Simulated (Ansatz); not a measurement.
**PbO2 monolayer (1T): relaxing the cell for a phonon run**

Aim: bring PbO2 monolayer (1T) to small forces and stress, as phonons need.

Main program and level: Ansatz 0.2.0; DFT LDA, scalar-relativistic, plane waves, PAW.

### Step 1. Set-up

The cell holds 3 atoms: 1 Pb and 2 O. Cell: a = 3.470 Å, b = 3.470 Å, c = 20.000 Å, α = 90.0°, β = 90.0°, γ = 120.0°. Vacuum lies along c.

### Step 2. A coarse first look

First a cheap look: the gap decides the mesh and the occupations, the pressure tells how far the cell has to move.

The program solves this slab on a cell height of its own, 28.3 Å, in place of the one typed.

Input file input.yaml:

```yaml
crystal:
  lattice:
    - [3.47, 0.0, 0.0]
    - [-1.735, 3.00511, 0.0]
    - [0.0, 0.0, 20.0]
  atoms:
    - { symbol: Pb, position: [0.0, 0.0, 0.5] }
    - { symbol: O, position: [0.333333, 0.666667, 0.55635] }
    - { symbol: O, position: [0.666667, 0.333333, 0.44365] }
  periodic: [true, true, false]
kpoints:
  mp_grid: { grid: [6, 6, 1] }
hamiltonian:
  xc: lda
scf:
  occupations: { method: gaussian, width: 0.1 }
output:
  forces: true
  stress: true
  eigenvalues: true
```

Run with:

```
> ansatz run input.yaml --threads 8 --pin off --max-ram 14336MiB --backend cpu --events-out ev --progress --plain --runs-dir out
```

Numbers of over 12 decimals in the logs are rounded to 6 here.

What it wrote:

```text
[...]
--- Band table (eV; the first three rows and the last of 7) ---
  k-point 0: bands = [... 9 lower, -9.5597, -8.9539, -8.8840, -8.8840, -7.4755, -3.7972, -0.3353, -0.1732]
  k-point 1: bands = [... 9 lower, -9.8900, -9.3466, -8.8413, -8.7939, -6.8059, -2.9784, -0.5603, 0.2827]
  k-point 2: bands = [... 9 lower, -10.4933, -9.5774, -8.7793, -8.6424, -6.0651, -2.3585, -0.5913, 1.3957]
  k-point 6: bands = [... 9 lower, -11.2774, -10.6353, -8.6543, -8.6543, -5.4533, -0.3013, -0.3013, -0.1163]
[key lines of the parts left out:]
SCF converged after 7 iterations
Free energy (F): -12709.534327 eV
Fermi energy:    -8.002902 eV
P = ½ c Tr σ = -7.3265 N/m
```

It took 0.65 s on 8 threads of Arm Neoverse V1, shared host; peak memory 0.51 GiB.

A gap read on the k-mesh alone can miss the band edges.

Numbers from this step:

```yaml
gap_on_the_k_mesh: 1.078 eV
direct_gap_on_mesh: 1.409 eV
area_per_atom: 3.476 Å²
```

The coarse mesh shows a gap of 1.08 eV.

### Step 3. Coarse relaxation

The start is far from rest, so a relaxation with loose tolerances brings it close first.

The program solves this slab on a cell height of its own, 28.3 Å, in place of the one typed.

Changes to input.yaml since step 2:

```diff
@@ -20 +20,6 @@
   eigenvalues: true
+relax:
+  adjacent_minimum: "off"
+  f_tol: 0.05
+  max_steps: 80
+  cell: { stress_2d_tol: 0.02 }
```

What it wrote:

```text
[...]
Crystal: 3 atoms, lattice volume = 295.188 Å³
Basis set: ecut = 420 eV, 5753 PW (Γ)
Bands: 17, of which v1, the nominal top of the filled ones, is band 13 counted from 1 (12 counted from 0)
Symmetry: 12 space group operations
[...]
k-points: 7 of 36
[...]
F+E_penalty+E_count = -12709.85901627 eV   max|allowed force component| = 7.396e-4 eV/Å   (the final SCF, on the basis selected at the relaxed cell)
  cell:  # Å, volume = 273.8861 Å³
    - [3.342451, 0.0, 0]
    - [-1.671226, 2.894648, 0]
    - [0, 0, 28.308]
  atoms:
    - { symbol: Pb, position: [0, 0, 0.353257] }
    - { symbol: O, position: [0.333333, 0.666667, 0.389883] }
    - { symbol: O, position: [0.666667, 0.333333, 0.316631] }
[key lines of the parts left out:]
SCF converged after 6 iterations
Free energy (F): -12709.859016 eV
Fermi energy:    -7.683402 eV
P = ½ c Tr σ = -0.0012 N/m
```

It took 4.3 s on 8 threads; peak memory 0.53 GiB; 26 s of CPU time.

Step by step:

```
step  energy less that of the first step (eV)  largest force component (eV/Å)  volume (Å³)
   1                                   0.0000                          1.3433       295.19
   2                                  -0.2644                          0.7574       281.20
   3                                  -0.3300                          0.0594       277.19
   4                                  -0.3341                          0.0055       274.44
   5                                  -0.3340                          0.0008       274.63
  6*                                  -0.3245                          0.0016       274.63
   7                                  -0.3252                          0.0007       273.89
  8*                                  -0.3247                          0.0007       273.89
```

Relaxation steps marked * repeat the geometry before them on a plane-wave basis chosen anew for their cell, so energy and pressure can jump there.

Forces are held to the 12 operations that the run works with; a distortion that breaks them can't arise in this run.

```csv
cell as run,before,after,change
a (Å),3.470,3.342,-3.7 %
b (Å),3.470,3.342,-3.7 %
```

The atoms that moved most (Å, along periodic axes as changes of fractional coordinates times the final cell, across vacuum about the mean position):

| atom | dx | dy | dz | length |
| --- | --- | --- | --- | --- |
| O2 | 0.000 | 0.000 | -0.090 | 0.090 |
| O3 | 0.000 | 0.000 | 0.090 | 0.090 |

Final coordinates:

```xyz
3
Lattice="3.3425 0.0000 0.0000 -1.6712 2.8946 0.0000 0.0000 0.0000 28.3080" Properties=species:S:1:pos:R:3
Pb    0.0000    0.0000   10.0000
O     0.0000    1.9298   11.0368
O     1.6712    0.9649    8.9632
```

Numbers from this step:

```
gap on the k-mesh  : 1.477 eV
direct gap on mesh : 1.761 eV
area per atom      : 3.225 Å²
```

The relaxation ends with a largest force component of 7.4e-4 eV/Å.

### Step 4. Relaxation

The cell and atoms are relaxed, since residual forces and stress would shift the frequencies.

Input file input.yaml:

```yaml
crystal:
  lattice:
    - [3.3424512149, 0.0, 0.0]
    - [-1.6712256075, 2.894647663, 0.0]
    - [0.0, 0.0, 28.308]
  atoms:
    - { symbol: Pb, position: [0.0, 0.0, 0.3532570298] }
    - { symbol: O, position: [0.3333333333, 0.6666666667, 0.3898831371] }
    - { symbol: O, position: [0.6666666667, 0.3333333333, 0.3166309225] }
  periodic: [true, true, false]
kpoints:
  mp_grid: { grid: [9, 9, 1] }
hamiltonian:
  xc: lda
scf:
  occupations: { method: gaussian, width: 0.02 }
output:
  forces: true
  stress: true
  eigenvalues: true
relax:
  adjacent_minimum: "off"
  f_tol: 0.005
  max_steps: 80
  cell: { stress_2d_tol: 0.02 }
```

What it wrote:

```text
[...]
Crystal: 3 atoms, lattice volume = 273.886 Å³
Basis set: ecut = 420 eV, 5447 PW (Γ)
Bands: 17, of which v1, the nominal top of the filled ones, is band 13 counted from 1 (12 counted from 0)
Symmetry: 12 space group operations
[...]
k-points: 12 of 81
[...]
SCF iter   1: F=—  HF=-12709.889277 eV  |F-HF|=—  |Δ(HF+E_count)|=         —  Δρ=6.74e-3  dr2=1.18e-1  ethr=1.77e-3  ⟨swp⟩=14.8  Hψ=2126  notcnv=0
[...]
SCF iter   7: F=-12709.859390 eV  HF=-12709.859390 eV  |F-HF|=2.60e-9  |Δ(HF+E_count)|=   2.58e-7  Δρ=5.56e-6  dr2=7.49e-8  ethr=3.85e-10  ⟨swp⟩=12.7  Hψ=1815  notcnv=0
SCF 1 converged in 7 iterations: F = -12709.859390 eV  dr2 = 7.49e-8
[...]
relax step   1: F+E_penalty+E_count = -12709.85938952 eV  Δ(F+E_penalty+E_count) = +0.000e0 eV  max|allowed force component| = 9.565e-4 eV/Å  Δτ_max = 0.0000 Å  P = -0.005 N/m  Ω = 273.886 Å³  fix = [c, alpha, beta]  reactions: c -0.000 N/m  (7 SCF iters, dr2 threshold 1.00e-7 eV, accepted)
[...]
SCF iter   6: F=-12709.859390 eV  HF=-12709.859390 eV  |F-HF|=5.28e-11  |Δ(HF+E_count)|=  4.00e-11  Δρ=2.35e-8  dr2=9.89e-13  ethr=1.00e-12  ⟨swp⟩=14.7  Hψ=1680  notcnv=0
SCF 2 converged in 6 iterations: F = -12709.859390 eV  dr2 = 9.89e-13
relax step   2: F+E_penalty+E_count = -12709.85938956 eV  Δ(F+E_penalty+E_count) = -3.744e-8 eV  max|allowed force component| = 8.314e-4 eV/Å  Δτ_max = 0.0000 Å  P = -0.006 N/m  Ω = 273.886 Å³  fix = [c, alpha, beta]  reactions: c -0.000 N/m  stress off target by 5.50e-3 N/m on what of the cell is left free  SCF on the basis re-selected at this cell (its energy is not comparable with the rows above)  (6 SCF iters)
basis re-selected at this cell: Δ(F+E_penalty+E_count) = -3.744e-8 eV, ΔP = -0.000 N/m vs the last step (what re-selecting the basis moved, of the pressure what is left beyond the Pulay correction that the steps carried, after the strain that the cell walked since its last selection, with what the two solves' SCF thresholds leave and, on support functions, any second-order correction that the steps lacked; it is no m [...]
SCF converged after 6 iterations
Free energy (F): -12709.859390 eV
[...]
Internal energy: -12709.859390 eV  (E = F + TS)
E sigma→0 (E₀):  -12709.859390 eV
Fermi energy:    -7.689167 eV
[...]
--- Forces (eV/Å), atoms counted from 1 ---
  atom   1  Pb     0.00000000    -0.00000000     0.00000000
  atom   2  O      0.00000000     0.00000000     0.00083141
  atom   3  O      0.00000000    -0.00000000    -0.00083141
  max |Σ_I F_I| component: 2.78e-17 eV/Å
--- 2D stress c σ (N/m, compression-positive) ---
       -0.005502      -0.000000      -0.000000
        0.000000      -0.005502       0.000000
        0.000000       0.000000       0.000000
  P = ½ c Tr σ = -0.0055 N/m
--- Band table (eV; the first three rows and the last of 12) ---
  k-point 0: bands = [... 9 lower, -9.7132, -9.1044, -8.7157, -8.7157, -6.9540, -3.1576, -0.2946, -0.1881]
  k-point 1: bands = [... 9 lower, -9.8914, -9.2162, -8.8018, -8.7032, -6.4967, -2.7438, -0.1877, 0.0398]
  k-point 2: bands = [... 9 lower, -10.3422, -9.4396, -8.7434, -8.6551, -5.6293, -1.9866, -0.1560, 0.7208]
  k-point 11: bands = [... 9 lower, -11.5557, -10.8674, -8.5140, -8.5140, -4.2294, 0.6058, 1.0936, 1.0936]
--- Relaxed structure (1 steps of the walk, 1 accepted, 1 SCFs on fresh bases) ---
[...]
cell:  # Å, volume = 273.8861 Å³
    - [3.342451, 2.8867471181630258e-11, 0.0]
    - [-1.671226, 2.894648, 0.0]
    - [0.0, 0.0, 28.308]
  atoms:
    - { symbol: Pb, position: [0.0, 0.0, 0.353257] }
    - { symbol: O, position: [0.333333, 0.666667, 0.3898831371] }
    - { symbol: O, position: [0.666667, 0.333333, 0.316631] }
```

The job ended after 1.7 s (8 threads; peak memory 0.61 GiB; 11 s of CPU time).

Little changed from the start: no atom moved by 0.005 Å and no cell edge by 0.1 %.

Numbers from this step:

```yaml
gap_on_the_k_mesh: 1.471 eV
direct_gap_on_mesh: 1.762 eV
```

### Step 5. Tight relaxation

Phonons need a cell at rest on their own settings, so the relaxation is repeated with tight tolerances on forces and stress, using the mesh and the filling of the phonon run that follows.

input.yaml, the sections that differ from step 4:

```yaml
kpoints:
  mp_grid: { grid: [12, 12, 1] }
scf:
  occupations: { method: fixed }
output:
  forces: true
  stress: true
  eigenvalues: true
  write_density: true
  write_potential: true
  elf: true
  volumetric_format: npy
relax:
  adjacent_minimum: "off"
  f_tol: 0.001
  max_steps: 60
  cell: { stress_2d_tol: 0.002 }
# crystal, hamiltonian: as in step 4
```

What it wrote:

```text
[...]
Crystal: 3 atoms, lattice volume = 273.886 Å³
Basis set: ecut = 420 eV, 5447 PW (Γ)
Bands: 17, of which v1, the nominal top of the filled ones, is band 13 counted from 1 (12 counted from 0)
Symmetry: 12 space group operations
[...]
k-points: 19 of 144
[...]
--- Relaxed structure (2 steps of the walk, 2 accepted, 1 SCFs on fresh bases) ---
[...]
cell:  # Å, volume = 273.8513 Å³
    - [3.342239, 2.886563560140322e-11, 0]
    - [-1.671119, 2.894464, 0]
    - [0, 0, 28.308]
  atoms:
    - { symbol: Pb, position: [0, 0, 0.3532570298] }
    - { symbol: O, position: [0.333333, 0.666667, 0.389892] }
    - { symbol: O, position: [0.666667, 0.333333, 0.316622] }
[key lines of the parts left out:]
SCF converged after 7 iterations
Free energy (F): -12709.859448 eV
Fermi energy:    -8.420170 eV
P = ½ c Tr σ = -0.0006 N/m
```

Run time: 3.6 s. Hardware: 8 threads; peak memory 0.66 GiB.

Little changed from the start: no atom moved by 0.005 Å and no cell edge by 0.1 %.

This step gave:

```
gap on the k-mesh : 1.466 eV
```

ELF in the ac plane at fractional y = 0.000, with atoms of Pb within 0.2 Å of it. It is the smooth field of the valence electrons, not physical close to the nuclei.

Ten even steps from '_' (0.00) to '@' (0.49), each cell a mean:
```
__________________________________
__________________________________
__________________________________
__________________________________
__________________________________
__________________________________
__________________________________
__________________________________
__________________________________
__________________________________
__________________________________
__________________________________
__________________________________
__________..::--====--::..________
========--==**%%@@@@%%**==--======
__..::==**++------------++**==::..
====------==**%%@@@@%%**==------==
__________....::----::....________
__________________________________
__________________________________
__________________________________
__________________________________
__________________________________
__________________________________
```
Columns run along a (3.3 Å), rows up along c (28.3 Å). Atoms in or near the plane, at fractional coordinates: Pb at (0.00, 0.35).

Valence density in the ac plane at fractional y = 0.000, with atoms of Pb within 0.2 Å of it. It is the smooth field of the valence electrons, not physical close to the nuclei.

Values in units of 1e0 e/Å³, 24 rows by 14 columns, each cell a mean:
```
0.0 0.0 0.0 0.0 0.0 0.0 0.0 0.0 0.0 0.0 0.0 0.0 0.0 0.0
0.0 0.0 0.0 0.0 0.0 0.0 0.0 0.0 0.0 0.0 0.0 0.0 0.0 0.0
0.0 0.0 0.0 0.0 0.0 0.0 0.0 0.0 0.0 0.0 0.0 0.0 0.0 0.0
0.0 0.0 0.0 0.0 0.0 0.0 0.0 0.0 0.0 0.0 0.0 0.0 0.0 0.0
0.0 0.0 0.0 0.0 0.0 0.0 0.0 0.0 0.0 0.0 0.0 0.0 0.0 0.0
0.0 0.0 0.0 0.0 0.0 0.0 0.0 0.0 0.0 0.0 0.0 0.0 0.0 0.0
0.0 0.0 0.0 0.0 0.0 0.0 0.0 0.0 0.0 0.0 0.0 0.0 0.0 0.0
0.0 0.0 0.0 0.0 0.0 0.0 0.0 0.0 0.0 0.0 0.0 0.0 0.0 0.0
0.0 0.0 0.0 0.0 0.0 0.0 0.0 0.0 0.0 0.0 0.0 0.0 0.0 0.0
0.0 0.0 0.0 0.0 0.0 0.0 0.0 0.0 0.0 0.0 0.0 0.0 0.0 0.0
0.0 0.0 0.0 0.0 0.0 0.0 0.0 0.0 0.0 0.0 0.0 0.0 0.0 0.0
0.0 0.0 0.0 0.0 0.0 0.0 0.0 0.0 0.0 0.0 0.0 0.0 0.0 0.0
0.0 0.0 0.0 0.0 0.0 0.0 0.0 0.0 0.0 0.0 0.0 0.0 0.0 0.0
0.0 0.0 0.0 0.0 0.0 0.0 0.0 0.0 0.0 0.0 0.0 0.0 0.0 0.0
0.9 0.8 0.5 0.3 0.2 0.2 0.3 0.3 0.3 0.2 0.2 0.3 0.6 0.8
7.3 5.8 3.4 1.6 0.6 0.3 0.2 0.2 0.2 0.3 0.7 1.8 3.8 6.2
0.5 0.4 0.3 0.2 0.2 0.2 0.2 0.2 0.2 0.2 0.2 0.2 0.3 0.5
0.0 0.0 0.0 0.0 0.0 0.0 0.0 0.0 0.0 0.0 0.0 0.0 0.0 0.0
0.0 0.0 0.0 0.0 0.0 0.0 0.0 0.0 0.0 0.0 0.0 0.0 0.0 0.0
0.0 0.0 0.0 0.0 0.0 0.0 0.0 0.0 0.0 0.0 0.0 0.0 0.0 0.0
0.0 0.0 0.0 0.0 0.0 0.0 0.0 0.0 0.0 0.0 0.0 0.0 0.0 0.0
0.0 0.0 0.0 0.0 0.0 0.0 0.0 0.0 0.0 0.0 0.0 0.0 0.0 0.0
0.0 0.0 0.0 0.0 0.0 0.0 0.0 0.0 0.0 0.0 0.0 0.0 0.0 0.0
0.0 0.0 0.0 0.0 0.0 0.0 0.0 0.0 0.0 0.0 0.0 0.0 0.0 0.0
```
Columns run along a (3.3 Å), rows up along c (28.3 Å). Atoms in or near the plane, at fractional coordinates: Pb at (0.00, 0.35).

Electrostatic potential energy in the ac plane at fractional y = 0.000, with atoms of Pb within 0.2 Å of it. With pseudopotentials it is smooth inside the atoms' cores, unlike the true potential.

Values in eV, 24 rows by 14 columns, each cell a mean:
```
  0   0   0   0   0   0   0   0   0   0   0   0   0   0
  0   0   0   0   0   0   0   0   0   0   0   0   0   0
  0   0   0   0   0   0   0   0   0   0   0   0   0   0
  0   0   0   0   0   0   0   0   0   0   0   0   0   0
  0   0   0   0   0   0   0   0   0   0   0   0   0   0
  0   0   0   0   0   0   0   0   0   0   0   0   0   0
  0   0   0   0   0   0   0   0   0   0   0   0   0   0
  0   0   0   0   0   0   0   0   0   0   0   0   0   0
  0   0   0   0   0   0   0   0   0   0   0   0   0   0
  0   0   0   0   0   0   0   0   0   0   0   0   0   0
  0   0   0   0   0   0   0   0   0   0   0   0   0   0
  0   0   0   0   0   0   0   0   0   0   0   0   0   0
  0   0   0   0   0   0   0   0   0   0   0   0   0   0
 -1  -1  -1  -1  -1   0   0   0   0   0  -1  -1  -1  -1
-17 -16 -14 -11  -7  -5  -4  -4  -4  -5  -8 -12 -15 -17
-27 -28 -28 -27 -22 -10  -7  -6  -7 -12 -23 -27 -28 -28
-14 -13 -11  -8  -5  -4  -3  -3  -3  -4  -6  -9 -12 -13
 -1  -1  -1  -1   0   0   0   0   0   0   0  -1  -1  -1
  0   0   0   0   0   0   0   0   0   0   0   0   0   0
  0   0   0   0   0   0   0   0   0   0   0   0   0   0
  0   0   0   0   0   0   0   0   0   0   0   0   0   0
  0   0   0   0   0   0   0   0   0   0   0   0   0   0
  0   0   0   0   0   0   0   0   0   0   0   0   0   0
  0   0   0   0   0   0   0   0   0   0   0   0   0   0
```
Columns run along a (3.3 Å; values clipped at the 3rd and 97th percentile), rows up along c (28.3 Å). Atoms in or near the plane, at fractional coordinates: Pb at (0.00, 0.35).

The largest force component left is 0.79 meV/Å, within the tolerances set.

### Step 6. Results

- space group after relaxation: P-3m1
- lattice constant a: 3.342 Å
- lattice constant b: 3.342 Å
- area per atom: 3.23 Å²
- gap on the k-mesh: 1.47 eV

The largest force component left is 0.79 meV/Å, within the tolerances set. The relaxation keeps the symmetry of its start, so it says nothing on stability against lower symmetry. Spin-orbit coupling is left out, which can matter for the heavy elements here. The starting cell was built on a prototype and not taken from a measurement.

[Logs are printed without paths, hosts, clocks, repeated set-up lines and the standing remarks that a program may print on its own settings, such as how far it seeks lower states.]

[Hosts, paths, dates, database ids (printed as entryN), source tags and the programs' standing remarks are cut or masked in the printed files.]
